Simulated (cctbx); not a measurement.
**AlOs3: precision against data quality**

Space group Fm-3m (no. 225), a = 6.0910 Å, b = 6.0910 Å, c = 6.0910 Å, α = 90.00°, β = 90.00°, γ = 90.00°.

| atom | mult. | x | y | z | Ueq (Å²) |
| --- | --- | --- | --- | --- | --- |
| Os1 | 8 | 1/4 | 1/4 | 3/4 | 0.0067 |
| Os2 | 4 | 1/2 | 0 | 0 | 0.0048 |
| Al1 | 4 | 0 | 0 | 0 | 0.0113 |

The model is made up (kin elements in a known structure type, no relaxation), so it says nothing on whether the phase exists.

Five simulated data sets (cctbx; Mo Kα, λ = 0.71073 Å; 4 % proportional error) differ in resolution or exposure (noise floor 2 counts in the first three, 8 in the last two). Each is refined with the right model, isotropic at 1.1 Å and anisotropic otherwise. How do the figures of merit and the uncertainties move?

| d min (Å) | top counts | ⟨I/σ⟩ (unmerged, absences included) | unique | param. (scale apart) | Rint | R1 | GooF | largest s.u. xyz (fractional) | s.u. U of Al1 (Å²) | largest error (Å) |
| --- | --- | --- | --- | --- | --- | --- | --- | --- | --- | --- |
| 1.1 | 5000 | 3.8 | 11 | 3 | 0.032 | 0.0064 | 0.64 | 0.00000 | 0.0023 | 0.0000 |
| 0.84 | 5000 | 3.7 | 22 | 3 | 0.041 | 0.0061 | 0.59 | 0.00000 | 0.0010 | 0.0000 |
| 0.6 | 5000 | 2.8 | 46 | 3 | 0.047 | 0.0077 | 0.74 | 0.00000 | 0.0007 | 0.0000 |
| 0.75 | 300 | 0.8 | 26 | 3 | 0.177 | 0.0283 | 0.72 | 0.00000 | 0.0075 | 0.0000 |
| 0.75 | 3000 | 2.8 | 26 | 3 | 0.046 | 0.0077 | 0.72 | 0.00000 | 0.0013 | 0.0000 |

The number of reflections grows roughly as 1/d³: 11, 22 and 46 here. R1 follows the noise rather than the truth: at 300 counts it is 0.0283, at 3000 counts 0.0077, while GooF is 0.72 and 0.72: the weights 1/σ² carry the noise. The s.u. of U (U11 where anisotropic) for Al1 goes 0.0023, 0.0010, 0.0007 Å² with resolution and 0.0075, 0.0013 Å² with exposure.

Hardware for the 0.6 Å refinement: 0.65 s on 1 thread of Arm Neoverse N1, on a shared host, peak memory 0.09 GiB.
